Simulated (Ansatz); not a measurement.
# WC (Qusongite, P-6m2): modes against uniaxial strain along c, part 3 of 3

Aim: how do the optical modes of WC (Qusongite, P-6m2) shift and split under this strain?

Ansatz 0.2.0; DFT PBEsol, scalar-relativistic, plane waves, PAW; PAW set soft_1.

So far, highest optical mode at the zone centre (no LO-TO term) (cm⁻¹): step 4 (zone-centre response at rest) 616; step 6 (strain 4 %) 581.

**8. Zone-centre modes of the member: uniaxial strain of -4 % along c**

The zone-centre modes follow for uniaxial strain of -4 % along c.

input.yaml

```yaml
crystal:
  lattice:
    - [2.9231091458, 0.0, 0.0]
    - [-1.4615545729, 2.5314867783, 0.0]
    - [0.0, 0.0, 2.71497268]
  atoms:
    - { symbol: C, position: [0.6666666655, 0.3333333345, 0.5] }
    - { symbol: W, position: [1.2e-09, -1.2e-09, 0.0] }
kpoints:
  mp_grid: { grid: [18, 18, 16] }
hamiltonian:
  xc: pbesol
  pseudopotentials: { kind: paw, azcp: { folder: soft_1 }, xc_functional: pbe }
scf:
  occupations: { method: methfessel_paxton, width: 0.2 }
output:
  eigenvalues: true
phonons:
  method: dfpt
```

On the command line:

```
ansatz run input.yaml --threads 4 --pin off --max-ram 10240MiB --backend cpu --events-out ev --progress --plain --runs-dir out
```

Numbers of over 12 decimals in the logs are rounded to 6 here.

The log of the run:

```text
[...]
Crystal: 2 atoms, lattice volume = 20.090 Å³
Basis set: ecut = 420 eV, 393 PW (Γ), exchange–correlation on 40×40×40 points (8 copies of the dense FFT grid, shifted against one another)
Bands: 13, of which v1, the nominal top of the filled ones, is band 9 counted from 1 (8 counted from 0)
Symmetry: 12 space group operations
k-points: 819 of 5184 (irreducible under 4 space group operations, time reversal used)
[...]
k-point 2: bands = [... 5 lower, 16.5271, 17.4287, 17.4287, 21.5757, 23.2727, 23.2727, 27.4920, 27.7640]
  k-point 818: bands = [... 5 lower, 14.2876, 15.0741, 19.1703, 19.9274, 26.3776, 26.9067, 27.1174, 31.1142]
[...]
ASR residual: 2.106e-5 → 0.000e0 eV/Å²; symmetrization residual: 5.905e-7 eV/Å²
  ASR residual per site (eV/Å²): 1.22e-5 2.11e-5
  Γ frequencies (cm⁻¹): 0.00 0.00 0.00 653.19 658.52 658.52
[...]
[key lines of the parts left out:]
SCF converged after 9 iterations
Free energy (F): -10504.645921 eV
Fermi energy:    21.119226 eV
```

Elapsed: 70 s, on 4 threads of Intel Xeon at 2.50GHz (Skylake/Cascade Lake), shared host; peak memory 0.9 GiB.

Numbers from this step:

```yaml
sum_rule_residual_before_enforcement: 2.11e-5 eV/Å²
highest_optical_mode_at_the_zone_centre_no_lo_to_term: 658.5 cm⁻¹
lowest_optical_zone_centre_mode: 653.2 cm⁻¹
```

Patterns of degenerate modes are one choice out of their space. The modes at Γ (shares of kinetic energy by element, %):

```
mode  frequency (cm⁻¹)  symmetry  C %  W %
   1               0.0  acoustic    6   94
   2               0.0  acoustic    6   94
   3               0.0  acoustic    6   94
   4             653.2      A2''   94    6
   5             658.5        E'   94    6
   6             658.5        E'   94    6
```

The lowest optical mode is real, 653 cm⁻¹, and the highest lies at 658.5 cm⁻¹.

Between step 4 and this run (strain -4 %) the value for the highest optical mode at the zone centre (no LO-TO term) moves from 616 cm⁻¹ to 659 cm⁻¹ (+7 %).

**9. The series together**

The members are set side by side, also those not shown above.

Stress is positive in compression; energies are extrapolated to zero smearing, and E0 is that at rest; the edges not held and the atoms are relaxed in each cell; all runs use 18×18×16 k points and Methfessel-Paxton smearing of 0.2 eV. State of the crystal along the series:

```
strain (%)  stress along the axis (GPa)  free strain along a (%)  free strain along b (%)  E - E0 (meV/atom)
        -4                        40.13                   0.8457                   0.8457              50.28
        -3                        29.21                   0.6255                   0.6255              27.78
        -2                        18.99                   0.4082                   0.4082              12.21
        -1                        9.317                   0.1972                   0.1972              3.049
         0                     -2.38e-4                        0                        0                  0
         1                       -8.969                  -0.1847                  -0.1847              2.846
         2                       -17.53                  -0.3605                  -0.3605              11.29
         3                       -25.66                  -0.5287                  -0.5287              25.05
         4                        -33.3                  -0.6914                  -0.6914              43.78
```

Optical modes are counted from below at rest and tracked from member to member by their patterns, and modes that stay within 0.3 cm⁻¹ of each other stand once; labels, where given, are those at rest; the edges not held and the atoms are relaxed in each cell; all runs use 18×18×16 k points and Methfessel-Paxton smearing of 0.2 eV. Optical modes along the series:

```
strain (%)  optical mode 1 A2'' (cm⁻¹)  optical mode 2 E' (cm⁻¹)
        -4                       653.2                     658.5
        -3                       638.7                       648
        -2                       624.4                     636.8
        -1                       609.5                       626
         0                       592.2                     616.3
         1                       572.5                     607.5
         2                         551                     599.2
         3                       528.2                     590.5
         4                         505                       581
```

Value and slope at zero strain of a cubic (a lower polynomial where under five rows exist) through the rows within 2 % of rest. Slopes at rest:

```
               mode  frequency (cm⁻¹)  shift per percent of strain (cm⁻¹)  shift per GPa of compressive stress (cm⁻¹)
optical mode 1 A2''             592.2                              -18.54                                        2.03
  optical mode 2 E'             616.3                                -9.2                                        1.01
```

**10. What came out**

```
members                                                          : 9
highest optical mode at the zone centre (no LO-TO term), at rest : 616.3 cm⁻¹
Young’s modulus along c                                          : 915 GPa
optical mode 1 A2'', shift per percent                           : -18.54 cm⁻¹
optical mode 2 E', shift per percent                             : -9.20 cm⁻¹
```

The stress changes by 9.15 GPa for each percent, a Young’s modulus of 915 GPa along c. For each percent the free edge responds with -0.19 %. The fastest shift in the table of slopes is -18.5 cm⁻¹ for each percent (optical mode 1 A2''), or 2.0 cm⁻¹ for each GPa of compressive stress. For small strain, the measured shift of a line that Raman or infrared light can see, divided by its slope, estimates the stress, if the state of stress is of this kind. These are harmonic frequencies at zero temperature: anharmonic shifts, linewidths and thermal expansion are left out. Spin-orbit coupling is left out, which can matter for the heavy elements here. With no gap, or one that is small against the smearing, the frequencies hang on the k mesh and the smearing, most of all near Kohn anomalies. The PAW files were made for PBE; the program adapts parts of them to the functional of the run, but their partial waves stay those of PBE, an approximation that was not tested in this session. Only the zone centre was solved, so an instability at another wavevector cannot show here.

[Logs are printed without paths, hosts, clocks, repeated set-up lines and the standing remarks that a program may print on its own settings, such as how far it seeks lower states.]

[Hosts, paths, dates, database ids (printed as entryN), source tags and the programs' standing remarks are cut or masked in the printed files.]
